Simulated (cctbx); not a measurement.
**Interatomic vectors of CeMn8Al2Pt2**

Space group Cmcm (no. 63), a = 8.3910 Å, b = 9.5890 Å, c = 8.4000 Å, α = 90.00°, β = 90.00°, γ = 90.00°, content Pt8 Ce4 Mn32 Al8.

Simulated single-crystal data (cctbx): Mo Kα, λ = 0.71073 Å, to d = 0.84 Å, 70 % of the full sphere, strongest reflection 20000 counts, noise from counting, a 1.5 % proportional error and a noise floor of 2 counts (s.d.); no absorption.

Patterson synthesis, origin scaled to 1000:

```text
Patterson group C m m m
      u       v       w   height  length (A)
  0.000   0.000   0.000   1000.0     0.00
  0.000   0.500   0.000    723.0     4.79
  0.000   0.000   0.500    694.6     4.20
  0.000   0.500   0.500    671.6     6.37
  0.000   0.251   0.500    410.9     4.84
  0.247   0.124   0.250    272.9     3.18
  0.000   0.250   0.000    268.3     2.40
  0.000   0.387   0.250    172.2     4.26
  0.000   0.110   0.250    156.6     2.35
  0.156   0.500   0.000    118.5     4.97
  0.259   0.000   0.500     89.2     4.73
  0.250   0.098   0.404     82.9     4.10
  0.249   0.099   0.093     82.7     2.43
  0.250   0.250   0.000     75.2     3.19
```

**Question.** Which atom pairs make the peaks, and where is the heaviest atom?

A peak at u stands for all pairs with xi − xj = u, with weight Σ ZiZj against Σ Z² = 83480 at the origin. Peak heights follow these weights only roughly, since form factors, motion and series ripples differ, all vectors within 0.55 Å of a peak are counted as merged into it though the farther ones add only part of their weight, and F(000) is left out, which lowers the whole map:

| u | v | w | shortest length (Å) | height | 1000 ΣZiZj/ΣZ² | pairs in the cell |
| --- | --- | --- | --- | --- | --- | --- |
| 0.000 | 0.500 | 0.000 | 4.20 | 723 | 765 | 8 × Pt–Pt, 16 × Mn–Mn, 16 × Mn–Al |
| 0.000 | 0.000 | 0.500 | 4.20 | 695 | 643 | 8 × Pt–Pt, 8 × Mn–Mn |
| 0.000 | 0.500 | 0.500 | 5.94 | 672 | 643 | 8 × Pt–Pt, 8 × Mn–Mn |
| 0.000 | 0.251 | 0.500 | 4.84 | 411 | 552 | 16 × Pt–Mn, 12 × Mn–Mn, 2 × Ce–Ce, 4 × Al–Al |
| 0.247 | 0.124 | 0.250 | 3.18 | 273 | 286 | 4 × Pt–Ce, 4 × Ce–Mn |
| 0.000 | 0.250 | 0.000 | 2.40 | 268 | 374 | 16 × Pt–Mn |
| 0.000 | 0.387 | 0.250 | 4.26 | 172 | 247 | 8 × Pt–Mn, 8 × Mn–Mn |
| 0.000 | 0.110 | 0.250 | 2.35 | 157 | 247 | 8 × Pt–Mn, 8 × Mn–Mn |
| 0.156 | 0.500 | 0.000 | 2.89 | 118 | 169 | 8 × Ce–Mn, 4 × Mn–Mn |
| 0.259 | 0.000 | 0.500 | 4.73 | 89 | 139 | 8 × Ce–Mn |

The table stops at ten peaks or at a height of 45, below which ripples compete. In the model behind the data Pt, the heaviest element, has 1 independent site: (1/4, 3/4, 1/2), up to an allowed shift of origin; the Pt–Pt vectors are differences of these positions and their symmetry mates. The whole model:

| atom | mult. | x | y | z | Ueq (Å²) |
| --- | --- | --- | --- | --- | --- |
| Pt1 | 8 | 1/4 | 3/4 | 1/2 | 0.0167 |
| Ce1 | 4 | 1/2 | 0.8744 | 1/4 | 0.0144 |
| Mn1 | 8 | 0.7325 | 0 | 1/2 | 0.0249 |
| Mn2 | 8 | 1/2 | 0.8398 | 0.8968 | 0.0198 |
| Mn3 | 8 | 0.8457 | 0.1297 | 3/4 | 0.0216 |
| Mn4 | 8 | 0.2371 | 0.8603 | 3/4 | 0.0251 |
| Al1 | 8 | 1/2 | 0.6259 | 0.4488 | 0.0312 |

The model was made for the exercise: a known structure type with other elements put in, its volume estimated, not relaxed; displacement parameters are assumed.

[Logs are printed without paths, hosts, clocks, repeated set-up lines and the standing remarks that a program may print on its own settings, such as how far it seeks lower states.]
